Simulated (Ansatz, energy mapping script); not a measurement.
# CoO: J from the energies of magnetic orders, part 2 of 3

Aim: the exchange couplings of CoO from the energies of a few collinear orders, and the ordering temperature that they give.

PBE with U = 3.5 eV on Co d, ortho-atomic projectors; plane waves, U on orthogonalised atomic orbitals unless named otherwise, collinear spin, no spin–orbit coupling.

So far. Step 4 (Run 1 (parallel; cell A, 4 atoms)): The run ends ferromagnetic.

## Step 5: Order 2: compensated +−, cell A of 4 atoms

This order reverses 8 of the 12 neighbours at 3.01 Å, 0 of the 6 neighbours at 4.26 Å and 16 of the 24 neighbours at 5.22 Å, counted for an average magnetic atom.

File input.yaml:

```yaml
crystal:
  lattice:
    - [0.0, -2.1315, -2.1315]
    - [0.0, 2.1315, -2.1315]
    - [4.263, 0.0, 0.0]
  atoms:
    - { symbol: Co, position: [0.5, 0.5, 0.5], spin: 3.0 }
    - { symbol: Co, position: [0.0, 0.0, 0.0], spin: -3.0 }
    - { symbol: O, position: [0.5, 0.5, 0.0] }
    - { symbol: O, position: [0.0, 0.0, 0.5] }
magnetization:
  spin_polarized: true
kpoints:
  mp_grid: { grid: [9, 9, 6] }
hamiltonian:
  xc: pbe
  hubbard:
    sites:
      - { species: Co, l: d, u_eff: 3.5 }
      - { site: 0, l: d, u_eff: 3.5, starting_ns: [{ spin: up, occupation_matrix: co1_major }, { spin: down, occupation_matrix: co1_minor }] }
      - { site: 1, l: d, u_eff: 3.5, starting_ns: [{ spin: up, occupation_matrix: co1_minor }, { spin: down, occupation_matrix: co1_major }] }
    projectors: ortho-atomic
    occupation_matrices:
      co1_major:
        matrix:
          - [0.997, 0.0, 0.0, 0.0, 0.0]
          - [0.0, 0.999, 0.0, 0.0, 0.0]
          - [0.0, 0.0, 0.999, 0.0, 0.0]
          - [0.0, 0.0, 0.0, 0.997, 0.0]
          - [0.0, 0.0, 0.0, 0.0, 0.999]
      co1_minor:
        matrix:
          - [0.174, -0.069, -0.069, 0.0, -0.138]
          - [-0.069, 0.654, -0.301, -0.12, 0.301]
          - [-0.069, -0.301, 0.654, 0.12, 0.301]
          - [0.0, -0.12, 0.12, 0.174, 0.0]
          - [-0.138, 0.301, 0.301, 0.0, 0.654]
scf:
  occupations: { method: fermi_dirac, width: 0.05 }
output:
  eigenvalues: true
  write_density: true
  write_potential: true
  elf: true
  volumetric_format: npy
```

Command:

```sh
$ ansatz run input.yaml --threads 4 --pin off --max-ram 8192MiB --backend cpu --events-out ev --progress --plain --runs-dir out
```

Numbers of over 12 decimals in the logs are rounded to 6 here.

What it wrote:

```text
[...]
Crystal: 4 atoms, lattice volume = 38.736 Å³
Basis set: ecut = 420 eV, 727 PW (Γ)
Bands: 32, of which v1, the nominal top of the filled ones, is band 23 counted from 1 (22 counted from 0)
Symmetry: 2 space group operations
k-points: 244 of 486
[...]
Starting moments: Σ|m| = 6 μB on 2 of 4 sites
[...]
SCF iter   1: F=—  HF=-11384.051981 eV  |F-HF|=—  |Δ(HF+E_count)|=         —  Δρ=1.67e-1 (↑1.67e-1 ↓1.67e-1)  dr2=2.53e1  dr2_m=2.11e0  M=0.000 μB ∫|m|=4.217 μB  β_m=0.30  ethr=3.10e-3  ⟨swp⟩=5.4  Hψ=28285  notcnv=0  defer=73
[...]
SCF iter  12: F=-11382.649864 eV  HF=-11382.649864 eV  |F-HF|=1.77e-8  |Δ(HF+E_count)|=   1.05e-7  Δρ=3.93e-6 (↑3.93e-6 ↓3.93e-6)  dr2=1.85e-9  dr2_m=3.01e-9  M=0.000 μB ∫|m|=5.721 μB  ethr=2.17e-10  ⟨swp⟩=8.5  Hψ=27228  notcnv=0
SCF 1 converged in 12 iterations: F = -11382.649864 eV  dr2 = 1.85e-9
[...]
SCF converged after 12 iterations
Magnetization: 0.0000 μB (23.0000 up, 23.0000 down)
Absolute magnetization: 5.7216 μB (∫|ρ↑−ρ↓|, with the PAW one-centre terms)
[...]
Per-site moments (μB) at R_I (Å): [(2.596342, 0.87924375), (-2.596342, 0.87924375), (-0.075649, 0.87924375), (0.075649, 0.87924375)]
Free energy (F): -11382.649864 eV
[...]
Internal energy: -11382.649864 eV  (E = F + TS)
E sigma→0 (E₀):  -11382.649864 eV
Entropy (-TS):   -0.000000 eV (-0.000 meV/atom)
Fermi energy:    14.328964 eV
[...]
--- Specified on-site occupations, and those of the state reported ---
  electrons in the specified blocks: 14.6020 specified, 14.5909 found
[...]
--- Band table (eV; the first three rows and the last of 488) ---
  k-point 0 ↑: bands = [... 19 lower, 11.2822, 11.2999, 11.3076, 11.4025, 15.0774, 15.1154, 15.4978, 15.6788, ... 5 higher]
  k-point 1 ↑: bands = [... 19 lower, 11.0787, 11.2711, 11.3120, 11.6719, 15.1448, 15.5004, 15.6013, 16.0637, ... 5 higher]
  k-point 2 ↑: bands = [... 19 lower, 11.0171, 11.3138, 11.4145, 11.9752, 15.2495, 15.5063, 15.8140, 17.5863, ... 5 higher]
  k-point 243 ↓: bands = [... 19 lower, 11.4014, 11.5096, 12.0729, 12.9495, 15.6269, 16.3362, 17.1106, 19.9892, ... 5 higher]
Occupation matrices written to <dir>
```

Run time: 5.5 s. Hardware: 4 threads of Arm Neoverse V2, shared host; peak memory 0.7 GiB.

Spin moment in the sphere by atom:

| atom | spin moment in the sphere (μB) |
| --- | --- |
| Co1 | 2.60 |
| Co2 | -2.60 |
| O3 | -0.08 |
| O4 | 0.08 |

The run ends antiferromagnetic, 15.58 meV a magnetic atom above the parallel order of its cell.

Spin density in the ac plane of the conventional cell at fractional y = 0.000, with atoms of Co and O within 0.2 Å of it.

Values in units of 1e0 e/Å³, 14 rows by 14 columns, each cell a mean:
```
-5.6 -2.0 -0.5 -0.1  0.0  0.0  0.1  0.1  0.0  0.0  0.0 -0.2 -0.8 -3.6
-1.4 -0.6 -0.2  0.0  0.0  0.0  0.0  0.1  0.0  0.0  0.0 -0.1 -0.2 -0.8
-0.3 -0.2 -0.1  0.0  0.0  0.0  0.0  0.0  0.0  0.0  0.0  0.0 -0.1 -0.2
 0.0  0.0  0.0  0.0  0.0  0.0  0.1  0.1  0.1  0.0  0.0  0.0  0.0  0.0
 0.0  0.0  0.0  0.0  0.1  0.2  0.5  0.7  0.2  0.1  0.0  0.0  0.0  0.0
-0.1  0.0  0.0  0.0  0.2  0.6  2.0  3.0  1.0  0.2  0.1  0.0  0.0  0.0
-0.1  0.0  0.0  0.0  0.3  1.3  5.6  8.9  3.1  0.7  0.1  0.0  0.0  0.0
-0.1  0.0  0.0  0.0  0.2  0.8  3.6  5.6  2.0  0.5  0.1  0.0  0.0 -0.1
-0.1  0.0  0.0  0.0  0.1  0.2  0.8  1.4  0.6  0.2  0.0  0.0  0.0  0.0
 0.0  0.0  0.0  0.0  0.0  0.1  0.2  0.3  0.2  0.1  0.0  0.0  0.0  0.0
-0.1 -0.1  0.0  0.0  0.0  0.0  0.0  0.0  0.0  0.0  0.0  0.0  0.0 -0.1
-0.7 -0.2 -0.1  0.0  0.0  0.0  0.0  0.0  0.0  0.0  0.0 -0.1 -0.2 -0.5
-3.0 -1.0 -0.2 -0.1  0.0  0.0  0.0  0.1  0.0  0.0  0.0 -0.2 -0.6 -2.0
-8.9 -3.1 -0.7 -0.1  0.0  0.0  0.0  0.1  0.0  0.0  0.0 -0.3 -1.3 -5.6
```
Columns run along a (4.3 Å), rows up along c (4.3 Å), edges of the conventional cell, whose origin can differ from the input's. Atoms in or near the plane, at fractional coordinates: Co at (0.50, 0.50), Co at (0.00, 0.00), O at (0.00, 0.50), O at (0.50, 0.00).

ELF in the ac plane of the conventional cell at fractional y = 0.000, with atoms of Co and O within 0.2 Å of it. It is the smooth field of the valence electrons, not physical close to the nuclei.

Values, 14 rows by 14 columns, each cell a mean:
```
0.90 0.65 0.25 0.14 0.52 0.78 0.67 0.57 0.75 0.72 0.31 0.15 0.45 0.82
0.49 0.33 0.15 0.12 0.40 0.70 0.78 0.78 0.77 0.59 0.24 0.14 0.29 0.45
0.14 0.12 0.09 0.09 0.21 0.40 0.54 0.56 0.48 0.31 0.14 0.11 0.14 0.15
0.34 0.29 0.20 0.11 0.10 0.13 0.15 0.16 0.15 0.13 0.10 0.14 0.25 0.32
0.75 0.68 0.47 0.19 0.09 0.15 0.25 0.29 0.25 0.16 0.12 0.31 0.59 0.72
0.70 0.78 0.68 0.28 0.12 0.33 0.65 0.75 0.56 0.26 0.15 0.48 0.77 0.75
0.38 0.69 0.74 0.32 0.14 0.49 0.90 0.97 0.75 0.30 0.15 0.55 0.77 0.56
0.57 0.75 0.72 0.31 0.15 0.45 0.82 0.90 0.65 0.25 0.14 0.52 0.78 0.67
0.78 0.77 0.59 0.24 0.14 0.29 0.45 0.49 0.33 0.15 0.12 0.40 0.70 0.78
0.56 0.48 0.31 0.14 0.11 0.14 0.15 0.14 0.12 0.09 0.09 0.21 0.40 0.54
0.16 0.15 0.13 0.10 0.14 0.25 0.32 0.34 0.29 0.20 0.11 0.10 0.13 0.15
0.29 0.25 0.16 0.12 0.31 0.59 0.72 0.75 0.68 0.47 0.19 0.09 0.15 0.25
0.75 0.56 0.26 0.15 0.48 0.77 0.75 0.70 0.78 0.68 0.28 0.12 0.33 0.65
0.97 0.75 0.30 0.15 0.55 0.77 0.56 0.38 0.69 0.74 0.32 0.14 0.49 0.90
```
Columns run along a (4.3 Å), rows up along c (4.3 Å), edges of the conventional cell, whose origin can differ from the input's. Atoms in or near the plane, at fractional coordinates: Co at (0.50, 0.50), Co at (0.00, 0.00), O at (0.00, 0.50), O at (0.50, 0.00).

## Step 6: Order 3: parallel, cell B of 4 atoms

The parallel order again, as the reference for this cell.

This run holds the same structure in another cell (c 4.263 → 5.221 Å, α 90.0 → 73.2°, β 90.0 → 73.2°, γ 90.0 → 60.0°).

File input.yaml:

```yaml
crystal:
  lattice:
    - [0.0, -2.1315, -2.1315]
    - [-2.1315, 0.0, -2.1315]
    - [2.1315, 2.1315, -4.263]
  atoms:
    - { symbol: Co, position: [0.5, 0.5, 0.5], spin: 3.0 }
    - { symbol: Co, position: [0.0, 0.0, 0.0], spin: 3.0 }
    - { symbol: O, position: [0.75, 0.75, 0.75] }
    - { symbol: O, position: [0.25, 0.25, 0.25] }
magnetization:
  spin_polarized: true
kpoints:
  mp_grid: { grid: [10, 10, 10] }
hamiltonian:
  xc: pbe
  hubbard:
    sites:
      - { species: Co, l: d, u_eff: 3.5 }
      - { site: 0, l: d, u_eff: 3.5, starting_ns: [{ spin: up, occupation_matrix: co1_major }, { spin: down, occupation_matrix: co1_minor }] }
      - { site: 1, l: d, u_eff: 3.5, starting_ns: [{ spin: up, occupation_matrix: co1_major }, { spin: down, occupation_matrix: co1_minor }] }
    projectors: ortho-atomic
    occupation_matrices:
      co1_major:
        matrix:
          - [0.997, 0.0, 0.0, 0.0, 0.0]
          - [0.0, 0.999, 0.0, 0.0, 0.0]
          - [0.0, 0.0, 0.999, 0.0, 0.0]
          - [0.0, 0.0, 0.0, 0.997, 0.0]
          - [0.0, 0.0, 0.0, 0.0, 0.999]
      co1_minor:
        matrix:
          - [0.174, -0.069, -0.069, 0.0, -0.138]
          - [-0.069, 0.654, -0.301, -0.12, 0.301]
          - [-0.069, -0.301, 0.654, 0.12, 0.301]
          - [0.0, -0.12, 0.12, 0.174, 0.0]
          - [-0.138, 0.301, 0.301, 0.0, 0.654]
scf:
  occupations: { method: fermi_dirac, width: 0.05 }
output:
  eigenvalues: true
```

What it wrote:

```text
[...]
Crystal: 4 atoms, lattice volume = 38.736 Å³
Basis set: ecut = 420 eV, 707 PW (Γ)
Bands: 32, of which v1, the nominal top of the filled ones, is band 23 counted from 1 (22 counted from 0)
Symmetry: 8 space group operations
k-points: 282 of 1000
[...]
Starting moments: Σ|m| = 6 μB on 2 of 4 sites
[...]
k-point 1 ↑: bands = [... 19 lower, 9.8320, 10.8527, 10.9608, 11.1432, 11.2052, 13.3183, 13.4226, 15.0125, ... 5 higher]
  k-point 2 ↑: bands = [... 19 lower, 9.7751, 10.6833, 10.7701, 11.3791, 11.4562, 13.1888, 13.2941, 15.5403, ... 5 higher]
  k-point 281 ↓: bands = [... 19 lower, 11.7216, 15.6679, 15.6679, 16.5955, 16.5955, 16.6104, 16.6104, 21.4992, ... 5 higher]
Occupation matrices written to <dir>
[key lines of the parts left out:]
SCF converged after 12 iterations
Magnetization: 6.0000 μB (26.0000 up, 20.0000 down)
Free energy (F): -11382.680459 eV
Fermi energy:    14.148677 eV
```

Wall time 10 s (4 threads); peak memory 0.8 GiB.

The run ends ferromagnetic. For each magnetic atom its energy differs from the parallel run of the first cell by 0.28 meV, an error that one common reference would have brought in.

## Step 7: Run 4 (compensated +−; cell B, 4 atoms)

This order reverses 6 of the 12 neighbours at 3.01 Å, 6 of the 6 neighbours at 4.26 Å and 12 of the 24 neighbours at 5.22 Å, counted for an average magnetic atom.

input.yaml, as its differences from that of step 6:

```diff
@@ -7,3 +7,3 @@
     - { symbol: Co, position: [0.5, 0.5, 0.5], spin: 3.0 }
-    - { symbol: Co, position: [0.0, 0.0, 0.0], spin: 3.0 }
+    - { symbol: Co, position: [0.0, 0.0, 0.0], spin: -3.0 }
     - { symbol: O, position: [0.75, 0.75, 0.75] }
@@ -20,3 +20,3 @@
       - { site: 0, l: d, u_eff: 3.5, starting_ns: [{ spin: up, occupation_matrix: co1_major }, { spin: down, occupation_matrix: co1_minor }] }
-      - { site: 1, l: d, u_eff: 3.5, starting_ns: [{ spin: up, occupation_matrix: co1_major }, { spin: down, occupation_matrix: co1_minor }] }
+      - { site: 1, l: d, u_eff: 3.5, starting_ns: [{ spin: up, occupation_matrix: co1_minor }, { spin: down, occupation_matrix: co1_major }] }
     projectors: ortho-atomic
```

What it wrote:

```text
[...]
Crystal: 4 atoms, lattice volume = 38.736 Å³
Basis set: ecut = 420 eV, 707 PW (Γ)
Bands: 32, of which v1, the nominal top of the filled ones, is band 23 counted from 1 (22 counted from 0)
Symmetry: 4 space group operations
k-points: 282 of 1000
[...]
Starting moments: Σ|m| = 6 μB on 2 of 4 sites
[...]
k-point 1 ↑: bands = [... 19 lower, 11.3495, 11.6646, 11.9791, 12.5289, 15.2879, 15.3587, 16.5062, 16.6188, ... 5 higher]
  k-point 2 ↑: bands = [... 19 lower, 11.6030, 11.7812, 12.1098, 12.5370, 15.3276, 15.8188, 16.4446, 16.5622, ... 5 higher]
  k-point 281 ↓: bands = [... 19 lower, 11.1603, 11.7655, 11.7710, 12.1668, 15.6739, 16.5175, 16.5324, 20.9509, ... 5 higher]
Occupation matrices written to <dir>
[key lines of the parts left out:]
SCF converged after 18 iterations
Magnetization: 0.0000 μB (23.0000 up, 23.0000 down)
Free energy (F): -11382.853723 eV
Fermi energy:    13.966233 eV
```

It took 8.2 s on 4 threads; peak memory 0.74 GiB; 32 s of CPU time.

The run ends antiferromagnetic, 86.63 meV a magnetic atom below the parallel order of its cell.

## Step 8: Run 5 (parallel; cell C, 6 atoms)

The parallel order again, as the reference for this cell.

File input.yaml:

```yaml
crystal:
  lattice:
    - [0.0, -2.1315, -2.1315]
    - [-4.263, 0.0, 0.0]
    - [2.1315, 4.263, -2.1315]
  atoms:
    - { symbol: Co, position: [0.666666667, 0.666666667, 0.333333333], spin: 3.0 }
    - { symbol: Co, position: [0.333333333, 0.333333333, 0.666666667], spin: 3.0 }
    - { symbol: Co, position: [0.0, 0.0, 0.0], spin: 3.0 }
    - { symbol: O, position: [0.666666667, 0.166666667, 0.333333333] }
    - { symbol: O, position: [0.333333333, 0.833333333, 0.666666667] }
    - { symbol: O, position: [0.0, 0.5, 0.0] }
magnetization:
  spin_polarized: true
kpoints:
  mp_grid: { grid: [9, 9, 9] }
hamiltonian:
  xc: pbe
  hubbard:
    sites:
      - { species: Co, l: d, u_eff: 3.5 }
      - { site: 0, l: d, u_eff: 3.5, starting_ns: [{ spin: up, occupation_matrix: co1_major }, { spin: down, occupation_matrix: co1_minor }] }
      - { site: 1, l: d, u_eff: 3.5, starting_ns: [{ spin: up, occupation_matrix: co1_major }, { spin: down, occupation_matrix: co1_minor }] }
      - { site: 2, l: d, u_eff: 3.5, starting_ns: [{ spin: up, occupation_matrix: co1_major }, { spin: down, occupation_matrix: co1_minor }] }
    projectors: ortho-atomic
    occupation_matrices:
      co1_major:
        matrix:
          - [0.997, 0.0, 0.0, 0.0, 0.0]
          - [0.0, 0.999, 0.0, 0.0, 0.0]
          - [0.0, 0.0, 0.999, 0.0, 0.0]
          - [0.0, 0.0, 0.0, 0.997, 0.0]
          - [0.0, 0.0, 0.0, 0.0, 0.999]
      co1_minor:
        matrix:
          - [0.174, -0.069, -0.069, 0.0, -0.138]
          - [-0.069, 0.654, -0.301, -0.12, 0.301]
          - [-0.069, -0.301, 0.654, 0.12, 0.301]
          - [0.0, -0.12, 0.12, 0.174, 0.0]
          - [-0.138, 0.301, 0.301, 0.0, 0.654]
scf:
  occupations: { method: fermi_dirac, width: 0.05 }
output:
  eigenvalues: true
```

What it wrote:

```text
[...]
Crystal: 6 atoms, lattice volume = 58.104 Å³
Basis set: ecut = 420 eV, 1105 PW (Γ)
Bands: 47, of which v1, the nominal top of the filled ones, is band 35 counted from 1 (34 counted from 0)
Symmetry: 6 space group operations
k-points: 365 of 729
[...]
Starting moments: Σ|m| = 9 μB on 3 of 6 sites
[...]
k-point 1 ↑: bands = [... 31 lower, 10.6867, 10.8342, 10.9601, 11.1033, 11.1146, 11.2599, 11.8712, 12.9428, ... 8 higher]
  k-point 2 ↑: bands = [... 31 lower, 10.5308, 10.7190, 10.8383, 11.1928, 11.2064, 11.2635, 11.6989, 13.2171, ... 8 higher]
  k-point 364 ↓: bands = [... 31 lower, 15.5194, 15.5785, 16.0635, 16.1339, 16.1471, 16.2383, 16.4578, 17.3507, ... 8 higher]
Occupation matrices written to <dir>
[key lines of the parts left out:]
SCF converged after 12 iterations
Magnetization: 9.0000 μB (39.0000 up, 30.0000 down)
Free energy (F): -17074.020718 eV
Fermi energy:    14.142574 eV
```

Run time: 34 s. Hardware: 4 threads; peak memory 1.7 GiB.

The run ends ferromagnetic. For each magnetic atom its energy differs from the parallel run of the first cell by 0.27 meV, an error that one common reference would have brought in.

## Step 9: Order 6: uncompensated ++−, cell C of 6 atoms

This order reverses 6.67 of the 12 neighbours at 3.01 Å, 2.67 of the 6 neighbours at 4.26 Å and 8 of the 24 neighbours at 5.22 Å, counted for an average magnetic atom.

input.yaml, as its differences from that of step 8:

```diff
@@ -8,3 +8,3 @@
     - { symbol: Co, position: [0.333333333, 0.333333333, 0.666666667], spin: 3.0 }
-    - { symbol: Co, position: [0.0, 0.0, 0.0], spin: 3.0 }
+    - { symbol: Co, position: [0.0, 0.0, 0.0], spin: -3.0 }
     - { symbol: O, position: [0.666666667, 0.166666667, 0.333333333] }
@@ -23,3 +23,3 @@
       - { site: 1, l: d, u_eff: 3.5, starting_ns: [{ spin: up, occupation_matrix: co1_major }, { spin: down, occupation_matrix: co1_minor }] }
-      - { site: 2, l: d, u_eff: 3.5, starting_ns: [{ spin: up, occupation_matrix: co1_major }, { spin: down, occupation_matrix: co1_minor }] }
+      - { site: 2, l: d, u_eff: 3.5, starting_ns: [{ spin: up, occupation_matrix: co1_minor }, { spin: down, occupation_matrix: co1_major }] }
     projectors: ortho-atomic
```

What it wrote:

```text
[...]
Crystal: 6 atoms, lattice volume = 58.104 Å³
Basis set: ecut = 420 eV, 1105 PW (Γ)
Bands: 47, of which v1, the nominal top of the filled ones, is band 35 counted from 1 (34 counted from 0)
Symmetry: 2 space group operations
k-points: 365 of 729
[...]
Starting moments: Σ|m| = 9 μB on 3 of 6 sites
[...]
k-point 1 ↑: bands = [... 31 lower, 11.2271, 11.4287, 11.6437, 12.0295, 12.5598, 15.2860, 15.3699, 15.8411, ... 8 higher]
  k-point 2 ↑: bands = [... 31 lower, 11.3304, 11.6169, 11.6458, 12.0234, 12.6127, 15.3677, 15.7716, 16.0758, ... 8 higher]
  k-point 364 ↓: bands = [... 31 lower, 12.0592, 12.2573, 15.5111, 15.5573, 16.0783, 16.1189, 16.2774, 17.0196, ... 8 higher]
Occupation matrices written to <dir>
[key lines of the parts left out:]
SCF converged after 18 iterations
Magnetization: 3.0000 μB (36.0000 up, 33.0000 down)
Free energy (F): -17074.123555 eV
Fermi energy:    14.146890 eV
```

The job ended after 44 s (4 threads; peak memory 1.7 GiB).

The run ends ferrimagnetic, 34.28 meV a magnetic atom below the parallel order of its cell.

## Step 10: Run 7 (parallel; cell D, 6 atoms)

The parallel order again, as the reference for this cell.

This run holds the same structure in another cell (b 4.263 → 3.014 Å, c 5.221 → 6.740 Å, α 114.1 → 102.9°, β 106.8 → 102.9°).

File input.yaml:

```yaml
crystal:
  lattice:
    - [0.0, 2.1315, 2.1315]
    - [0.0, 2.1315, -2.1315]
    - [-6.3945, -2.1315, 0.0]
  atoms:
    - { symbol: Co, position: [0.0, 0.0, 0.0], spin: 3.0 }
    - { symbol: Co, position: [0.333333333, 0.333333333, 0.666666667], spin: 3.0 }
    - { symbol: Co, position: [0.666666667, 0.666666667, 0.333333333], spin: 3.0 }
    - { symbol: O, position: [0.833333333, 0.833333333, 0.666666667] }
    - { symbol: O, position: [0.166666667, 0.166666667, 0.333333333] }
    - { symbol: O, position: [0.5, 0.5, 0.0] }
magnetization:
  spin_polarized: true
kpoints:
  mp_grid: { grid: [9, 9, 9] }
hamiltonian:
  xc: pbe
  hubbard:
    sites:
      - { species: Co, l: d, u_eff: 3.5 }
      - { site: 0, l: d, u_eff: 3.5, starting_ns: [{ spin: up, occupation_matrix: co1_major }, { spin: down, occupation_matrix: co1_minor }] }
      - { site: 1, l: d, u_eff: 3.5, starting_ns: [{ spin: up, occupation_matrix: co1_major }, { spin: down, occupation_matrix: co1_minor }] }
      - { site: 2, l: d, u_eff: 3.5, starting_ns: [{ spin: up, occupation_matrix: co1_major }, { spin: down, occupation_matrix: co1_minor }] }
    projectors: ortho-atomic
    occupation_matrices:
      co1_major:
        matrix:
          - [0.997, 0.0, 0.0, 0.0, 0.0]
          - [0.0, 0.999, 0.0, 0.0, 0.0]
          - [0.0, 0.0, 0.999, 0.0, 0.0]
          - [0.0, 0.0, 0.0, 0.997, 0.0]
          - [0.0, 0.0, 0.0, 0.0, 0.999]
      co1_minor:
        matrix:
          - [0.174, -0.069, -0.069, 0.0, -0.138]
          - [-0.069, 0.654, -0.301, -0.12, 0.301]
          - [-0.069, -0.301, 0.654, 0.12, 0.301]
          - [0.0, -0.12, 0.12, 0.174, 0.0]
          - [-0.138, 0.301, 0.301, 0.0, 0.654]
scf:
  occupations: { method: fermi_dirac, width: 0.05 }
output:
  eigenvalues: true
```

What it wrote:

```text
[...]
Crystal: 6 atoms, lattice volume = 58.104 Å³
Basis set: ecut = 420 eV, 1097 PW (Γ)
Bands: 47, of which v1, the nominal top of the filled ones, is band 35 counted from 1 (34 counted from 0)
Symmetry: 6 space group operations
k-points: 365 of 729
[...]
Starting moments: Σ|m| = 9 μB on 3 of 6 sites
[...]
k-point 1 ↑: bands = [... 31 lower, 10.4998, 10.8199, 10.8493, 10.8812, 11.0497, 11.1106, 11.1259, 11.1687, ... 8 higher]
  k-point 2 ↑: bands = [... 31 lower, 10.2729, 10.6469, 10.9481, 11.0101, 11.0623, 11.1210, 11.1728, 11.2658, ... 8 higher]
  k-point 364 ↓: bands = [... 31 lower, 15.6447, 15.8330, 15.9566, 16.8193, 17.0532, 17.0745, 17.1869, 17.3844, ... 8 higher]
Occupation matrices written to <dir>
[key lines of the parts left out:]
SCF converged after 12 iterations
Magnetization: 9.0000 μB (39.0000 up, 30.0000 down)
Free energy (F): -17074.020202 eV
Fermi energy:    14.144361 eV
```

Wall time 31 s (4 threads); peak memory 1.7 GiB.

The run ends ferromagnetic. For each magnetic atom its energy differs from the parallel run of the first cell by 0.44 meV, an error that one common reference would have brought in.

[end of part 2 of 3]

[Logs and program files are shortened in this print: banners, set-up blocks, solver, clock and traceback lines can be left out without a mark of their own.]

[Logs are printed without paths, hosts, clocks, repeated set-up lines and the standing remarks that a program may print on its own settings, such as how far it seeks lower states.]

[Hosts, paths, dates, database ids (printed as entryN), source tags and the programs' standing remarks are cut or masked in the printed files.]

[Where a cell is said to come from a database of computed structures, the database is the Materials Project.]
